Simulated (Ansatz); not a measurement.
# Random alloy of the fcc Cu-Al line, x = 0.125 (128 atoms): geometry optimisation, part 2 of 3

How does random alloy of the fcc Cu-Al line, x = 0.125 (128 atoms) relax, and what do bonds and levels look like afterwards?

Ansatz 0.2.0; Kohn-Sham DFT, PBE, PAW (set soft_2), plane waves.

The cell: 112 Cu and 16 Al. The host structure and its lattice constant were typed by rule, without a check against the phase diagram.

So far. Step 3 (Cell and atoms relaxed): The relaxation changed the energy by -10.8 meV/atom, and atoms moved by 0.058 Å r.m.s., 0.18 Å at most.

**5. Single point at the relaxed geometry**

One more single point at the end of the walk gives the fuller output and checks the residual forces.

The input, input.yaml:

```yaml
crystal:
  lattice:
    - [-7.3719, 7.13742, 7.40202]
    - [7.39857, -7.15522, 7.44649]
    - [7.39007, 7.1734, -7.41983]
  atoms:
    - { symbol: Cu, position: [0.50026, 0.00146, 0.00077] }
    - { symbol: Cu, position: [0.75007, 0.12618, 0.12628] }
    - { symbol: Cu, position: [0.62696, 0.25218, 0.12638] }
    - { symbol: Cu, position: [0.62611, 0.12826, 0.25149] }
    - { symbol: Cu, position: [0.74827, 0.25144, 0.99967] }
    - { symbol: Cu, position: [0.00057, 0.37526, 0.12612] }
    - { symbol: Cu, position: [0.87364, 0.49786, 0.12345] }
    - { symbol: Cu, position: [0.87611, 0.37535, 0.25077] }
    - { symbol: Al, position: [0.75514, 0.00685, 0.26073] }
    - { symbol: Cu, position: [0.00185, 0.12467, 0.37867] }
    - { symbol: Cu, position: [0.87713, 0.252, 0.37765] }
    - { symbol: Cu, position: [0.87824, 0.12754, 0.50617] }
    - { symbol: Cu, position: [0.99882, 0.99907, 0.99881] }
    - { symbol: Cu, position: [0.24851, 0.1225, 0.12465] }
    - { symbol: Cu, position: [0.12624, 0.2498, 0.12596] }
    - { symbol: Al, position: [0.12161, 0.11496, 0.24681] }
    - { symbol: Cu, position: [0.24942, 0.24952, 0.00082] }
    - { symbol: Cu, position: [0.50002, 0.3762, 0.12293] }
    - { symbol: Cu, position: [0.37588, 0.5025, 0.1272] }
    - { symbol: Cu, position: [0.37718, 0.37665, 0.24923] }
    - { symbol: Al, position: [0.50351, 0.51049, 0.00427] }
    - { symbol: Cu, position: [0.75085, 0.62534, 0.12494] }
    - { symbol: Cu, position: [0.62712, 0.75515, 0.12719] }
    - { symbol: Cu, position: [0.62687, 0.62655, 0.25108] }
    - { symbol: Cu, position: [0.75241, 0.75137, 0.00077] }
    - { symbol: Cu, position: [0.99879, 0.87132, 0.12247] }
    - { symbol: Cu, position: [0.87274, 0.99789, 0.12581] }
    - { symbol: Cu, position: [0.87461, 0.87319, 0.25212] }
    - { symbol: Cu, position: [0.24904, 0.99424, 0.24456] }
    - { symbol: Cu, position: [0.50063, 0.12346, 0.37246] }
    - { symbol: Cu, position: [0.3762, 0.24961, 0.37224] }
    - { symbol: Al, position: [0.37026, 0.11871, 0.48834] }
    [... 90 atom lines left out ...]
    - { symbol: Cu, position: [0.62329, 0.00286, 0.87389] }
    - { symbol: Al, position: [0.62118, 0.87361, 0.99405] }
    - { symbol: Cu, position: [0.99918, 0.74887, 0.7492] }
    - { symbol: Cu, position: [0.24916, 0.87376, 0.87638] }
    - { symbol: Cu, position: [0.12337, 0.999, 0.87565] }
    - { symbol: Cu, position: [0.12387, 0.87239, 0.99817] }
kpoints:
  mp_grid: { grid: [2, 2, 2] }
hamiltonian:
  xc: pbe
scf:
  occupations: { method: fermi_dirac, width: 0.1 }
output:
  forces: true
  stress: true
  populations: true
  dos:
    method: { smearing: { sigma: 0.08 } }
    de: 0.05
    projected: { site_lists: { Al: [Al], Cu: [Cu] } }
  eigenvalues: true
  write_density: true
  write_potential: true
  volumetric_format: npy
```

Run with:

```console
> ansatz run input.yaml --threads 11 --pin off --max-ram 102400MiB --backend cuda --events-out ev --progress --plain --runs-dir out
```

Numbers of over 12 decimals in the logs are rounded to 6 here.

The program printed:

```text
[...]
GPU FFT provider: cuFFT
GPU libraries: cuBLAS 13.8.2, cuFFT 12.4.0, cuSOLVER 12.3.4
Crystal: 128 atoms, lattice volume = 1571.241 Å³
Basis set: ecut = 420 eV, 30665 PW (Γ), exchange–correlation on 180×180×180 points (8 copies of the dense FFT grid, shifted against one another)
Bands: 1306, of which v1, the nominal top of the filled ones, is band 1088 counted from 1 (1087 counted from 0)
Symmetry: 1 space group operations
[...]
k-points: 8
[...]
GPU buffer pool allocated for 729000 grid points (all kernels)
[...]
SCF iter   1: F=—  HF=-750630.190141 eV  |F-HF|=—  |Δ(HF+E_count)|=         —  Δρ=3.07e-3  dr2=2.66e-1  ethr=1.77e-3  ⟨swp⟩=5.0  Hψ=36467  notcnv=0  defer=813
[...]
SCF iter  11: F=-750630.194550 eV  HF=-750630.194550 eV  |F-HF|=1.30e-8  |Δ(HF+E_count)|=   1.31e-7  Δρ=6.65e-7  dr2=1.30e-8  ethr=4.60e-12  ⟨swp⟩=14.4  Hψ=101454  notcnv=0
SCF 1 converged in 11 iterations: F = -750630.194550 eV  dr2 = 1.30e-8
[...]
SCF converged after 11 iterations
Free energy (F): -750630.194550 eV
[...]
Internal energy: -750628.840986 eV  (E = F + TS)
E sigma→0 (E₀):  -750629.517768 eV
Entropy (-TS):   -1.353563 eV (-10.575 meV/atom)
Fermi energy:    15.534171 eV
[...]
--- Forces (eV/Å), atoms counted from 1 ---
  atom   1  Cu    -0.00123218    -0.00125132     0.00015590
  atom   2  Cu    -0.00210753     0.00081323     0.00009676
  atom   3  Cu    -0.00027996     0.00013813     0.00151070
  atom   4  Cu    -0.00021061    -0.00065724     0.00032495
  atom   5  Cu    -0.00151328     0.00063364    -0.00203313
  atom   6  Cu     0.00106707    -0.00033085    -0.00040401
  atom   7  Cu    -0.00231997     0.00028848    -0.00157218
  atom   8  Cu    -0.00105363    -0.00007200    -0.00046782
  atom   9  Al     0.00023721     0.00035447     0.00207575
  atom  10  Cu    -0.00027672     0.00004523    -0.00056765
  atom  11  Cu    -0.00169581    -0.00081114     0.00050811
  atom  12  Cu     0.00085048    -0.00074574     0.00080145
  atom  13  Cu     0.00154634     0.00063671    -0.00152671
  atom  14  Cu     0.00055385     0.00006713     0.00008214
[...]
atom 127  Cu    -0.00006421     0.00012240    -0.00177100
  atom 128  Cu    -0.00096709     0.00057830    -0.00246154
  max |Σ_I F_I| component: 1.12e-5 eV/Å
--- Stress (GPa, compression-positive) ---
        0.017357      -0.001688       0.011464
       -0.001688       0.016177      -0.001115
        0.011464      -0.001115       0.016138
  P = ⅓ Tr σ = 0.0166 GPa (0.166 kbar)
--- Band table (eV; the first three rows and the last of 8) ---
[...]
--- Löwdin populations: 128 sites ---
  site symbol       q [e]
     0     Cu     18.6536
     1     Cu     18.6377
     2     Cu     18.7447
[...]
127     Cu     18.8358
  spilling = 0.007913 (of n_electrons = 2176.000000)
```

Wall time 15 s (1 × NVIDIA H100 80GB HBM3 with 11 threads of AMD EPYC 7R13 (Zen 3), shared host); peak memory 6.6 GiB.

That memory is the host's; the program planned up to 71.8 GiB on the GPU.

Read from the output:

- free energy: -750630.1945 eV
- free energy per atom: -5864.2984 eV/atom
- SCF cycles: 11
- pressure: 0.01656 GPa
- r.m.s. force component: 0.00127 eV/Å
- longest force: 0.00606 eV/Å
- Fermi energy: 15.53 eV
- levels partly filled by over 2 per cent: 120
- spilling of the projection: 0.007913

Density of states as counts of states in windows of 1 eV (from the Fermi level), total and the larger projections:

```
from (eV)  to (eV)  total   Cu d  Cu s  Al p
      -10       -9    7.6    0.1   4.9   0.6
       -9       -8   12.5    0.4   7.9   1.5
       -8       -7   17.7    1.3  10.5   3.0
       -7       -6   25.8    4.5  13.6   4.7
       -6       -5   51.1   22.9  18.6   6.7
       -5       -4  194.1  168.7  17.0   5.8
       -4       -3  355.9  339.1   5.9   5.8
       -3       -2  404.0  389.9   6.3   3.6
       -2       -1  166.6  149.7   8.6   4.6
       -1        0   45.6   18.7  12.2   7.3
        0        1   34.5    7.9  10.3   6.6
        1        2   30.9    4.3   9.5   5.1
        2        3   32.1    3.2  10.2   4.4
        3        4   36.7    2.7  13.8   4.6
        4        5   35.8    1.8  11.1   4.3
```

The stored curve holds about 1281 of the 2176 electrons; the rest, give or take the few that broadening carries across the Fermi level, lie in deeper levels below its range.

The levels nearest the highest filled one (over half full), pooled over k-points and spins:

```
level less the highest filled one (eV)  occupation
                                -0.027        1.16
                               -0.0195        1.12
                               -0.0176        1.11
                               -0.0145        1.10
                               -0.0073        1.06
                                     0        1.03
                                0.0061       0.997
                                0.0064       0.995
                                 0.013       0.962
                                 0.014       0.957
                                0.0146       0.954
                                0.0187       0.934
```

Valence density in the ac plane at fractional y = 0.000, with atoms of Cu and Al within 0.2 Å of it. It is the smooth field of the valence electrons, not physical close to the nuclei.

Ten steps, logarithmic in the rise over the least value, from '0' (0 e/Å³) to '9' (46 e/Å³), each cell a mean:
```
851000000000000158851000000000000158
210245310000000122210144310000000123
002699510000000000002698510000000000
013686200000000000013786200000000000
001221000000000000001331012442000000
000000000000000000000000148973100000
000000000000000000000000158851000000
000000000000000000000000123210245310
000000000000000000000000000002699510
000000000000000000000000000013686200
542000000000000012542000000001221013
973000000000000138973100000000000148
741000000000000148851000000000000157
110245310000000022210245310000000012
002699510000000000002699510000000000
013686200000000000003686310000000000
001221012442000000001221000000000000
000000137973100000000000000000000000
000000148851000000000000000000000000
000000123210245310000000000000245310
000000000002699520000000000002699510
000000000003686300000000000013686200
542000000001221013542000000001221013
973000000000000148973100000000000148
```
Columns run along a (12.7 Å), rows up along c (12.7 Å). Atoms in or near the plane, at fractional coordinates: Cu at (0.50, 0.00), Al at (0.76, 0.26), Cu at (0.00, 0.00), Cu at (0.87, 0.13), Cu at (0.25, 0.24), Cu at (0.50, 0.50), Cu at (0.75, 0.75), Cu at (0.38, 0.13), Cu at (0.63, 0.38), Cu at (0.00, 0.50), Cu at (0.87, 0.63), Al at (0.24, 0.74), Cu at (0.12, 0.37), Al at (0.38, 0.63) and more.

Electrostatic potential energy in the ac plane at fractional y = 0.000, with atoms of Cu and Al within 0.2 Å of it. With pseudopotentials it is smooth inside the atoms' cores, unlike the true potential.

Ten even steps from '0' (-39 eV) to '9' (18 eV), each cell a mean:
```
038999999999999720048999999999999720
789743589999999876789754589999999876
996100279999999999996200379999999999
985102699889999999984002699999999999
998668887667999999997668986446999999
999999767867999999999999840005999999
999998767768998899999999730038999999
999999877788766678999999876789743589
999999999997688779999999999996200279
999999999987677789999999999995102699
336999999998778886446999999998668986
005999999999999850004899999999999840
148999999999999730037999999999999730
799743589999999976789743589999999976
996200279999999999997200279999999999
985102699999999999995102689888999999
998668997446999999998668887666899999
999999851004899999999999867876899999
999999730037999999999999767768999999
999999876789743489999999877889743589
999999999997200279999999999996100279
999999999995102699999999999985102699
446999999998668986346999999998678986
005999999999999840005999999999999840
```
Columns run along a (12.7 Å; values clipped at the 3rd and 97th percentile), rows up along c (12.7 Å). Atoms in or near the plane, at fractional coordinates: Cu at (0.50, 0.00), Al at (0.76, 0.26), Cu at (0.00, 0.00), Cu at (0.87, 0.13), Cu at (0.25, 0.24), Cu at (0.50, 0.50), Cu at (0.75, 0.75), Cu at (0.38, 0.13), Cu at (0.63, 0.38), Cu at (0.00, 0.50), Cu at (0.87, 0.63), Al at (0.24, 0.74), Cu at (0.12, 0.37), Al at (0.38, 0.63) and more.

Local excerpt of 13 atoms (numbers count through the whole input) about Cu112, picked at random; x, y, z are measured from there.

```
 atom      x      y      z  distance (Å)  bonds
Cu112   0.00   0.00   0.00          0.00     12
Al111  -0.08  -1.71   1.88          2.54     12
Cu121  -1.84   1.77   0.06          2.55     12
Cu119   0.01   1.79  -1.84          2.57     12
 Al89   1.80  -1.83  -0.11          2.57     12
  Cu1   1.85   1.80   0.04          2.58     12
Cu107  -0.04  -1.78  -1.88          2.59     12
Cu123   0.02   1.76   1.90          2.59     12
Cu109  -1.88  -1.79   0.02          2.59     12
Cu106  -1.85   0.01  -1.83          2.60     12
Cu126   1.84   0.03  -1.85          2.61     12
 Cu90   1.88  -0.03   1.86          2.64     12
Cu110  -1.88   0.03   1.93          2.69     12
```

The column of bonds counts only the pairs Cu-Cu within 3.08 Å, Cu-Al within 3.08 Å, Al-Al within 3.08 Å; other neighbours, such as metal atoms beside each other in a compound, aren't counted, and periodic images can show an atom twice.

**6. K-mesh 3×3×3**

A denser mesh tests the sampling of the Brillouin zone.

input.yaml, as its differences from that of step 5:

```diff
@@ -8,3 +8,3 @@
 kpoints:
-  mp_grid: { grid: [2, 2, 2] }
+  mp_grid: { grid: [3, 3, 3] }
 hamiltonian:
@@ -22,4 +22 @@
   eigenvalues: true
-  write_density: true
-  write_potential: true
-  volumetric_format: npy
```

The program printed:

```text
[...]
concurrent solve slots: 7 of 11 are kept, ahead of what memory takes: no pass of the eigensolver takes more rounds on 7
GPU FFT provider: cuFFT
GPU libraries: cuBLAS 13.8.2, cuFFT 12.4.0, cuSOLVER 12.3.4
Crystal: 128 atoms, lattice volume = 1571.241 Å³
Basis set: ecut = 420 eV, 30665 PW (Γ), exchange–correlation on 180×180×180 points (8 copies of the dense FFT grid, shifted against one another)
Bands: 1306, of which v1, the nominal top of the filled ones, is band 1088 counted from 1 (1087 counted from 0)
Symmetry: 1 space group operations
[...]
k-points: 14 of 27 (time reversal used)
[...]
GPU buffer pool allocated for 729000 grid points (all kernels)
[...]
SCF iter   1: F=—  HF=-750630.197575 eV  |F-HF|=—  |Δ(HF+E_count)|=         —  Δρ=3.10e-3  dr2=2.79e-1  ethr=1.77e-3  ⟨swp⟩=5.0  Hψ=63655  notcnv=0  defer=1504
[...]
SCF iter   9: F=—  HF=-750630.202810 eV  |F-HF|=—  |Δ(HF+E_count)|=   4.52e-8  Δρ=6.29e-6  dr2=5.42e-7  ethr=7.80e-11  ⟨swp⟩=2.0  Hψ=31230  notcnv=0  defer=1826
SCF iter  10: F=-750630.202809 eV  HF=-750630.202810 eV  |F-HF|=8.03e-8  |Δ(HF+E_count)|=   1.10e-7  Δρ=2.25e-6  dr2=8.57e-8  ethr=4.60e-12  ⟨swp⟩=8.1  Hψ=92533  notcnv=0
SCF 1 converged in 10 iterations: F = -750630.202809 eV  dr2 = 8.57e-8
[...]
SCF converged after 10 iterations
Free energy (F): -750630.202809 eV
[...]
Internal energy: -750628.941926 eV  (E = F + TS)
E sigma→0 (E₀):  -750629.572368 eV
Entropy (-TS):   -1.260883 eV (-9.851 meV/atom)
Fermi energy:    15.525057 eV
[...]
Σ components = -750630.202809   (vs F -750630.202809, Δ=0.00e0)
--- Forces (eV/Å), atoms counted from 1 ---
  atom   1  Cu    -0.01210564    -0.00096111     0.00751062
  atom   2  Cu    -0.00469229    -0.00883727     0.00344711
  atom   3  Cu    -0.01886387    -0.00315310    -0.00002702
  atom   4  Cu     0.00096970    -0.00990132     0.00095692
[...]
atom 128  Cu    -0.00420320    -0.00805458    -0.00234268
  max |Σ_I F_I| component: 1.90e-5 eV/Å
--- Stress (GPa, compression-positive) ---
       -0.251133      -0.100221       0.091631
       -0.100221       0.798667       0.142916
        0.091631       0.142916      -0.461289
  P = ⅓ Tr σ = 0.0287 GPa (0.287 kbar)
--- Band table (eV; the first three rows and the last of 14) ---
[...]
--- Löwdin populations: 128 sites ---
  site symbol       q [e]
     0     Cu     18.6585
     1     Cu     18.6367
     2     Cu     18.7460
[...]
127     Cu     18.8352
  spilling = 0.007896 (of n_electrons = 2176.000000)
```

Elapsed: 33 s, on 1 × NVIDIA H100 80GB HBM3 with 11 threads; peak memory 8.8 GiB.

That memory is the host's.

The program notes that it cut back its plan to fit the GPU's memory.

Geometry and reference: those of the single point at the relaxed geometry.

Forces differ from those of the single point at the relaxed geometry by 8.0 meV/Å r.m.s.; the energy by -0.065 meV/atom. It took 33 s and 10 cycles; the reference's time can't be set against it, since the two runs asked for unlike analyses.

(Part 2 of 3 ends here.)

[Logs are printed without paths, hosts, clocks, repeated set-up lines and the standing remarks that a program may print on its own settings, such as how far it seeks lower states.]

[Hosts, paths, dates, database ids (printed as entryN), source tags and the programs' standing remarks are cut or masked in the printed files.]
